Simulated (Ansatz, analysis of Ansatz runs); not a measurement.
# Can an added hole hop between O atoms in Rb2MoO4 (C2/m)?

Aim: the energy barrier that a trapped hole meets when it moves from one O atom to another one nearby in Rb2MoO4 (C2/m). The model is a cell of 56 host atoms.

Method: plane-wave PAW DFT, PBEsol+U; relaxation of all atoms of a supercell at fixed charge in a uniform background; PAW set soft_1, in Ansatz 0.2.0.

This is a report of a sequence of runs, with most program output left out.

In doubt: warnings of the run leave room for a lower electronic state (Ansatz), so energies may not be the lowest and differences between runs may mislead.

### Step 1. Starting point

The cell holds 56 atoms: 16 Rb, 8 Mo and 32 O. Its edges and angles: a = 9.994 Å, b = 11.714 Å, c = 14.200 Å, α = 44.1°, β = 91.9°, γ = 81.3°. It derives from Rb2MoO4 (space group C2/m). Nearest the centre at fractional (0.616, 0.384, 0.616): O40 at 1.64 Å, O36 at 1.64 Å, Rb16 at 2.45 Å, Rb12 at 2.45 Å, Mo18 at 2.59 Å, Mo23 at 2.59 Å, O50 at 2.89 Å, O55 at 2.89 Å.

Hubbard terms: O p 8.0 eV. They were chosen, not fitted, to curb self-interaction in the shells named, the trial site's among them. The two sites are O36 and O40. The cell's shortest repeat is 10.0 Å.

### Step 2. The cell without the carrier

The neutral cell is relaxed first, from small random displacements, so that bond lengths and moments with the carrier can be set beside those of a relaxed cell without it.

neutral.relax/input.yaml reads:

```yaml
crystal:
  lattice:
    - [-3.40926829, 6.22012204, 7.03993421]
    - [9.35597185, 0.0, 7.0485238]
    - [12.76524014, 6.22012204, 0.00858959]
  atoms:
    - { symbol: Rb, position: [0.295348, 0.451782, 0.204652] }
    - { symbol: Rb, position: [0.295348, 0.451782, 0.704652] }
    - { symbol: Rb, position: [0.795348, 0.951782, 0.204652] }
    - { symbol: Rb, position: [0.795348, 0.951782, 0.704652] }
    - { symbol: Rb, position: [0.204652, 0.048218, 0.295348] }
    - { symbol: Rb, position: [0.204652, 0.048218, 0.795348] }
    - { symbol: Rb, position: [0.704652, 0.548218, 0.295348] }
    - { symbol: Rb, position: [0.704652, 0.548218, 0.795348] }
[... 44 atom lines left out ...]
    - { symbol: O, position: [0.131453, 0.223034, 0.368547] }
    - { symbol: O, position: [0.131453, 0.223034, 0.868547] }
    - { symbol: O, position: [0.631453, 0.723034, 0.368547] }
    - { symbol: O, position: [0.631453, 0.723034, 0.868547] }
basis:
  ecutwfc: 420
  xc_grid: 2
hamiltonian:
  xc: pbesol
  hubbard:
    sites: [{ species: O, l: p, u_eff: 8.0 }]
    projectors: ortho-atomic
  pseudopotentials: { kind: paw, azcp: { folder: soft_1 }, xc_functional: pbe }
kpoints:
  mp_grid: { grid: [1, 1, 1] }
scf:
  occupations: { method: fermi_dirac, width: 0.01 }
  max_iter: 120
  lower_state_search: "off"
output:
  forces: true
relax:
  f_tol: 0.02
  max_steps: 70
  random_displacement: { amplitude: 0.04, seed: 3 }
checkpoint:
  write: "../neutral.relax.run"
  compress: false
  write_wavefunctions: true
  write_every: 100000
```

Command:

```
$ ansatz run input.yaml --threads 8 --pin off --max-ram 18841MiB --backend cpu --events-out ev --progress --plain --runs-dir out
```

It took 22 s on 8 threads of Arm Neoverse V1, shared host; peak memory 1.4 GiB; 2.7 min of CPU time.

The largest displacement from an ideal site is 0.058 Å.

### Step 3. The hole on the first site

The nearest neighbour or neighbours of the site start displaced and the site's starting moment is changed by the carrier's spin, since a carrier doesn't trap itself in the undistorted lattice.

A.relax/input.yaml reads:

```yaml
crystal:
  lattice:
    - [-3.40926829, 6.22012204, 7.03993421]
    - [9.35597185, 0.0, 7.0485238]
    - [12.76524014, 6.22012204, 0.00858959]
  atoms:
    - { symbol: Rb, position: [0.294904, 0.449634, 0.204761] }
    - { symbol: Rb, position: [0.294801, 0.449624, 0.704722] }
    - { symbol: Rb, position: [0.794722, 0.949703, 0.204689] }
    - { symbol: Rb, position: [0.794751, 0.949764, 0.704633] }
    - { symbol: Rb, position: [0.204792, 0.051579, 0.294862] }
    - { symbol: Rb, position: [0.204809, 0.051499, 0.794901] }
    - { symbol: Rb, position: [0.704804, 0.551587, 0.294785] }
    - { symbol: Rb, position: [0.704791, 0.551591, 0.794811] }
[... 44 atom lines left out ...]
    - { symbol: O, position: [0.130234, 0.223917, 0.367976] }
    - { symbol: O, position: [0.131392, 0.22274, 0.869182] }
    - { symbol: O, position: [0.631151, 0.722895, 0.36899] }
    - { symbol: O, position: [0.630089, 0.724126, 0.867797] }
total_charge: 1
basis:
  ecutwfc: 420
  xc_grid: 2
hamiltonian:
  xc: pbesol
  hubbard:
    sites: [{ species: O, l: p, u_eff: 8.0 }]
    projectors: ortho-atomic
  pseudopotentials: { kind: paw, azcp: { folder: soft_1 }, xc_functional: pbe }
kpoints:
  mp_grid: { grid: [1, 1, 1] }
magnetization:
  spin_polarized: true
  initial_magnetization: 1
  spin_locking: { lock_magnetization: hard }
scf:
  occupations: { method: fermi_dirac, width: 0.01 }
  max_iter: 120
  lower_state_search: "off"
output:
  forces: true
relax:
  f_tol: 0.015
  max_steps: 70
  escape_saddle: false
checkpoint:
  write: "../A.relax.run"
  compress: false
  write_wavefunctions: true
  write_every: 100000
```

It took 2.3 min on 8 threads; peak memory 2.1 GiB.

Step by step:

```tsv
step	energy less that of the first step (eV)	largest force component (eV/Å)
1	0.0000	3.0062
2	-0.5672	0.8345
3	-0.6488	0.2600
4	-0.6654	0.1116
5	-0.6711	0.0505
6	-0.6729	0.0368
7	-0.6736	0.0250
8	-0.6738	0.0149
9	-0.6738	0.0146
```

The atoms that moved most (Å):

```tsv
atom	dx	dy	dz	length
O40	0.249	-0.057	0.130	0.286
Rb8	0.091	0.183	0.080	0.219
Rb12	-0.103	0.166	0.023	0.197
Rb5	0.058	-0.168	0.040	0.182
Rb16	-0.020	0.137	-0.111	0.178
O46	0.077	0.125	0.091	0.172
O29	-0.022	-0.115	0.124	0.170
Rb2	0.068	-0.041	-0.145	0.166
```

The moves above count from the input, in which the site's nearest neighbours were already displaced; the distances below compare with the cell without the carrier.

Distances from O36 without and with the hole:

```tsv
atom	without (Å)	with (Å)
Mo23	1.76	1.95
O43	2.85	2.90
O29	2.87	3.00
O55	2.88	3.00
Rb8	2.88	3.15
```

The largest changes of the moments are 0.79 μB on O36, 0.10 μB on O43 and -0.05 μB on Mo23. The largest part sits on the chosen site.

### Step 4. The hole on the second site

The same start is made on the second site, to get the end of the hop.

B.relax/input.yaml reads:

```yaml
crystal:
  lattice:
    - [-3.40926829, 6.22012204, 7.03993421]
    - [9.35597185, 0.0, 7.0485238]
    - [12.76524014, 6.22012204, 0.00858959]
  atoms:
    - { symbol: Rb, position: [0.294904, 0.449634, 0.204761] }
    - { symbol: Rb, position: [0.294801, 0.449624, 0.704722] }
[... 9 atom lines left out ...]
    - { symbol: Rb, position: [0.862436, 0.371466, 0.636978] }
[... 3 atom lines left out ...]
    - { symbol: Rb, position: [0.637267, 0.129539, 0.862736] }
[... 1 atom line left out ...]
    - { symbol: Mo, position: [0.450475, 0.304691, 0.515676] }
[... 4 atom lines left out ...]
    - { symbol: Mo, position: [0.524594, 0.700575, 0.475173] }
[... 12 atom lines left out ...]
    - { symbol: O, position: [0.583934, 0.497563, 0.646349] }
[... 3 atom lines left out ...]
    - { symbol: O, position: [0.645851, 0.272153, 0.584668], spin: 1.0 }
[... 15 atom lines left out ...]
    - { symbol: O, position: [0.630089, 0.724126, 0.867797] }
total_charge: 1
basis:
  ecutwfc: 420
  xc_grid: 2
hamiltonian:
  xc: pbesol
  hubbard:
    sites: [{ species: O, l: p, u_eff: 8.0 }]
    projectors: ortho-atomic
  pseudopotentials: { kind: paw, azcp: { folder: soft_1 }, xc_functional: pbe }
kpoints:
  mp_grid: { grid: [1, 1, 1] }
magnetization:
  spin_polarized: true
  initial_magnetization: 1
  spin_locking: { lock_magnetization: hard }
scf:
  occupations: { method: fermi_dirac, width: 0.01 }
  max_iter: 120
  lower_state_search: "off"
output:
  forces: true
relax:
  f_tol: 0.015
  max_steps: 70
  escape_saddle: false
checkpoint:
  write: "../B.relax.run"
  compress: false
  write_wavefunctions: true
  write_every: 100000
```

It took 2.5 min on 8 threads; peak memory 2.1 GiB; 19 min of CPU time.

Distances from O40 without and with the hole:

```tsv
atom	without (Å)	with (Å)
Mo18	1.76	1.95
O46	2.85	2.90
O25	2.87	3.00
Rb4	2.87	3.14
O50	2.88	3.00
```

The largest changes of the moments are 0.79 μB on O40, 0.10 μB on O46 and -0.05 μB on Mo18. The largest part sits on the chosen site.

### Step 5. Points on the line between the two structures

All atoms move on the straight line between the two relaxed structures, 6.83 amu^1/2 Å long in mass-weighted terms. Each point starts from the state of the point before, once from either end, so that both localised states can be followed; the midpoint is also started with the carrier shared.

A.x0500/input.yaml reads:

```yaml
crystal:
  lattice:
    - [-3.40926829, 6.22012204, 7.03993421]
    - [9.35597185, 0.0, 7.0485238]
    - [12.76524014, 6.22012204, 0.00858959]
  atoms:
    - { symbol: Rb, position: [0.288939, 0.45414, 0.197404] }
    - { symbol: Rb, position: [0.287602, 0.447028, 0.708778] }
[... 9 atom lines left out ...]
    - { symbol: Rb, position: [0.879961, 0.363894, 0.643924] }
[... 3 atom lines left out ...]
    - { symbol: Rb, position: [0.644322, 0.113372, 0.879755] }
[... 1 atom line left out ...]
    - { symbol: Mo, position: [0.468528, 0.309032, 0.521818] }
[... 4 atom lines left out ...]
    - { symbol: Mo, position: [0.522203, 0.701911, 0.468255] }
[... 12 atom lines left out ...]
    - { symbol: O, position: [0.579868, 0.482818, 0.645771], spin: 1.0 }
[... 3 atom lines left out ...]
    - { symbol: O, position: [0.646113, 0.292052, 0.580106] }
[... 15 atom lines left out ...]
    - { symbol: O, position: [0.63201, 0.72173, 0.869285] }
total_charge: 1
basis:
  ecutwfc: 420
  xc_grid: 2
hamiltonian:
  xc: pbesol
  hubbard:
    sites: [{ species: O, l: p, u_eff: 8.0 }]
    projectors: ortho-atomic
  pseudopotentials: { kind: paw, azcp: { folder: soft_1 }, xc_functional: pbe }
kpoints:
  mp_grid: { grid: [1, 1, 1] }
magnetization:
  spin_polarized: true
  initial_magnetization: 1
  spin_locking: { lock_magnetization: hard }
scf:
  occupations: { method: fermi_dirac, width: 0.01 }
  max_iter: 120
  lower_state_search: "off"
output:
  forces: true
  eigenvalues: true
  eigenstates: { localisation: true }
  write_density: true
  write_potential: true
  volumetric_format: npy
checkpoint:
  read: "../A.x0375.run"
  write: "../A.x0500.run"
  compress: false
  write_wavefunctions: true
  write_every: 100000
```

It took 32 s on 8 threads; peak memory 2.1 GiB; 4.1 min of CPU time.

From eigenstates.tsv, first k-point; energies on the run's zero. The participation number counts the atoms that a state is spread over, of 56; bands count from 0.

```tsv
spin	band	energy (eV)	occupation	participation	largest share on	share
down	217	1.362	1.00	7.4	O47	0.26
down	218	1.372	1.00	7.7	O44	0.25
down	219	1.416	1.00	6.2	O41	0.26
down	220	1.446	1.00	4.8	O41	0.31
down	221	1.584	1.00	2.8	O40	0.58
down	222	1.732	1.00	2.3	O40	0.62
down	223	3.695	0.00	3.9	O36	0.37
down	224	5.075	0.00	2.6	Mo23	0.59
down	225	6.456	0.00	4.2	Mo23	0.40
down	226	6.568	0.00	5.6	Mo17	0.34
down	227	6.624	0.00	2.9	Mo22	0.56
up	218	1.361	1.00	7.4	O47	0.26
up	219	1.371	1.00	7.4	O44	0.25
up	220	1.416	1.00	6.2	O41	0.26
up	221	1.445	1.00	4.8	O41	0.31
up	222	1.563	1.00	2.9	O40	0.55
up	223	1.582	1.00	2.6	O40	0.57
up	224	4.980	0.00	2.4	Mo23	0.61
up	225	5.086	0.00	2.5	Mo23	0.60
up	226	6.562	0.00	5.8	Mo17	0.34
up	227	6.611	0.00	6.2	Mo22	0.29
up	228	6.631	0.00	7.2	Mo22	0.28
```

Under PBEsol+U (8 eV) at the zone centre alone, the highest filled state is spin down, spread over 2 of 56 atoms, and the lowest empty one, 1.96 eV above it, is spin down, spread over 4 of 56 atoms.

The largest moments in the atoms' spheres: O36 0.74, O43 0.16, Mo23 -0.07, O40 0.03, O55 0.02, O29 -0.01 μB.

Spin density in the bc plane at fractional x = 0.616, through the centre, with atoms of Rb and O within 0.45 Å of it.

Values in e/Å³, 13 rows by 16 columns, each cell a mean:
```
 0.00  0.00  0.00  0.00  0.00  0.00  0.00  0.00  0.00  0.00  0.00  0.00  0.00  0.00  0.00  0.00
 0.00  0.00  0.00  0.00  0.00  0.00  0.00  0.00  0.00  0.00  0.00  0.00  0.00  0.00  0.00  0.00
 0.00  0.00  0.00  0.00  0.00  0.00  0.00  0.00  0.00  0.00  0.00  0.00  0.00  0.00  0.00  0.00
 0.00  0.00  0.00  0.00  0.00  0.01  0.02  0.09  0.02  0.00  0.00  0.00  0.00  0.00  0.00  0.00
 0.00  0.00  0.00  0.00  0.00  0.01  0.10  0.38  0.19  0.02  0.00  0.00  0.00  0.00  0.00  0.00
 0.00  0.00  0.00  0.00  0.01  0.02  0.00  0.05  0.05  0.00 -0.01  0.00  0.01  0.00  0.00  0.00
 0.00  0.00  0.00  0.00  0.00  0.00  0.00  0.00  0.00 -0.01 -0.01  0.00  0.00  0.01  0.00  0.00
 0.00  0.00  0.00  0.00  0.00  0.00  0.00  0.00  0.00  0.00  0.00  0.00  0.00  0.00  0.00  0.00
 0.00  0.00  0.00  0.00  0.00  0.00  0.00  0.00  0.00  0.00  0.00  0.01  0.02  0.00  0.00  0.00
 0.00  0.00  0.00  0.00  0.00  0.00  0.00  0.00  0.00  0.00  0.00  0.00  0.00  0.00  0.00  0.00
 0.00  0.00  0.00  0.00  0.00  0.00  0.00  0.00  0.00  0.00  0.00  0.00  0.00  0.00  0.00  0.00
 0.00  0.00  0.00  0.00  0.00  0.00  0.00  0.00  0.00  0.00  0.00  0.00  0.00  0.00  0.00  0.00
 0.00  0.00  0.00  0.00  0.00  0.00  0.00  0.00  0.00  0.00  0.00  0.00  0.00  0.00  0.00  0.00
```
Columns run along b (11.7 Å), rows up along c (14.2 Å). Atoms in or near the plane, at fractional coordinates: Rb at (0.13, 0.36), Rb at (0.11, 0.88), O at (0.50, 0.15), O at (0.48, 0.65), O at (0.27, 0.09), O at (0.29, 0.58), O at (0.73, 0.36), O at (0.72, 0.87).

Valence density in the bc plane at fractional x = 0.616, through the centre, with atoms of Rb and O within 0.45 Å of it. It is the smooth field of the valence electrons, not physical close to the nuclei.

Values in e/Å³, 13 rows by 16 columns, each cell a mean:
```
0.8 0.9 0.3 0.0 0.0 0.1 0.1 0.1 0.0 0.2 0.9 0.9 0.3 0.3 0.2 0.1
0.5 1.7 1.7 0.6 0.0 0.0 0.0 0.1 0.2 0.1 1.0 4.5 2.1 0.2 0.1 0.1
0.0 0.3 1.0 1.0 0.2 0.0 0.0 0.1 0.5 0.6 0.2 0.6 1.5 0.4 0.1 0.0
0.0 0.0 0.1 0.1 0.1 0.1 0.7 0.6 0.1 0.4 0.4 0.1 0.0 0.1 0.0 0.0
0.0 0.0 0.1 0.6 0.9 0.2 0.5 2.9 1.6 0.1 0.1 0.1 0.0 0.0 0.0 0.0
0.0 0.1 0.1 0.4 2.9 2.7 0.3 0.2 0.6 0.4 0.2 0.2 0.2 0.1 0.0 0.0
0.1 0.1 0.1 0.0 0.2 0.7 0.4 0.1 0.0 0.2 0.6 0.5 0.4 0.4 0.1 0.1
0.6 1.4 0.9 0.1 0.0 0.0 0.1 0.1 0.0 0.1 1.2 2.4 0.5 0.2 0.1 0.1
0.1 1.0 1.8 1.3 0.2 0.0 0.0 0.1 0.3 0.2 0.3 3.3 3.3 0.4 0.0 0.0
0.0 0.0 0.4 0.8 0.3 0.1 0.2 0.2 0.3 0.7 0.4 0.1 0.4 0.3 0.1 0.0
0.0 0.0 0.1 0.3 0.1 0.1 0.6 2.5 1.2 0.2 0.2 0.1 0.0 0.0 0.0 0.0
0.0 0.1 0.2 1.3 2.9 0.7 0.1 0.8 2.1 0.7 0.1 0.1 0.0 0.0 0.0 0.0
0.1 0.1 0.1 0.2 1.5 1.7 0.3 0.0 0.1 0.4 0.5 0.3 0.2 0.2 0.0 0.0
```
Columns run along b (11.7 Å), rows up along c (14.2 Å). Atoms in or near the plane, at fractional coordinates: Rb at (0.13, 0.36), Rb at (0.11, 0.88), O at (0.50, 0.15), O at (0.48, 0.65), O at (0.27, 0.09), O at (0.29, 0.58), O at (0.73, 0.36), O at (0.72, 0.87).

Electrostatic potential energy in the bc plane at fractional x = 0.616, through the centre, with atoms of Rb and O within 0.45 Å of it. With pseudopotentials it is smooth inside the atoms' cores, unlike the true potential.

Ten even steps from '0' (-35 eV) to '9' (10 eV), each cell a mean:
```
767899999999999999998644689999998
620147999999999999999744678999998
850001689999999999999820158999999
986100058999999887889983015999999
999853247899999887667899756999999
999998878899999988766789999999999
999999999999987899877788999999999
999999999999961258998888999999999
999999986899996103889999999999999
999999983137999865688899999999999
999999998301699998776678999999999
999999999976799999875446888999999
888899999999999999987544678999999
753368999999999999999744678999999
861002689999999999999720158899999
986100048999999888899972005999999
998741006899999987678999644899999
999987666899999998766789999999999
999999998899998899877778999999999
999999999999994137998888999999999
999999866899999411699999999999999
999999851159999985588999999999999
999999985114999999876678999999999
899999999866899999975446899999999
```
Columns run along b (11.7 Å; values clipped at the 3rd and 97th percentile), rows up along c (14.2 Å). Atoms in or near the plane, at fractional coordinates: Rb at (0.13, 0.36), Rb at (0.11, 0.88), O at (0.50, 0.15), O at (0.48, 0.65), O at (0.27, 0.09), O at (0.29, 0.58), O at (0.73, 0.36), O at (0.72, 0.87).

Free energies from the first end:

```tsv
started from	fraction	energy (eV)	moment change on O36 (μB)	on O40 (μB)
first site	0	0.000	0.79	0.01
first site	0.125	0.027	0.78	0.01
first site	0.25	0.106	0.77	0.02
first site	0.375	0.238	0.75	0.02
first site	0.5	0.421	0.74	0.03
first site	0.625	0.653	0.72	0.04
second site	0.875	0.027	0.01	0.78
second site	0.75	0.107	0.02	0.77
second site	0.625	0.239	0.02	0.75
second site	0.5	0.422	0.03	0.74
second site	0.375	0.654	0.04	0.72
shared	0.5	0.651	0.52	0.52
second site	1	0.000	0.01	0.79
```

### Step 6. Summary of results

```yaml
barrier_forward: 0.42 eV
barrier_backward: 0.42 eV
distance_of_the_two_sites_without_the_carrier: 3.31 Å
carrier_at_the_midpoint: on one site
```

On this line the hole must cross 0.42 eV to hop 3.31 Å; both ends have the same energy within 0.005 eV. At the midpoint the lowest state found keeps the carrier on one site, so the two localised curves cross in a cusp. This suggests weak coupling and a hop slower than the barrier alone implies, though U itself penalises the shared state. With an assumed attempt frequency of 1e13 per second the rate at 300 K would be 8e+05 per second for this barrier, if every crossing succeeded. A straight line need not be the lowest path, so the true barrier at this U can be lower, or higher if the ends can still break their symmetry. A shorter hop, 2.85 Å to O43, was not computed. No run compares the localised hole with one spread in the band, so its binding is unknown and the barrier may exceed it. The program's search for lower electronic states was switched off in all runs, so that each state is followed; none is shown to be the lowest at its structure. No image-charge correction is applied; it nearly cancels along the line while the charge stays localised. Limits: sampling at the zone centre alone can move energies of charged and open-shell states by tenths of an eV or more in cells of this size; gap and trapping depend on the U chosen (O p 8.0 eV).

[Logs are printed without paths, hosts, clocks, repeated set-up lines and the standing remarks that a program may print on its own settings, such as how far it seeks lower states.]

[Hosts, paths, dates, database ids (printed as entryN), source tags and the programs' standing remarks are cut or masked in the printed files.]
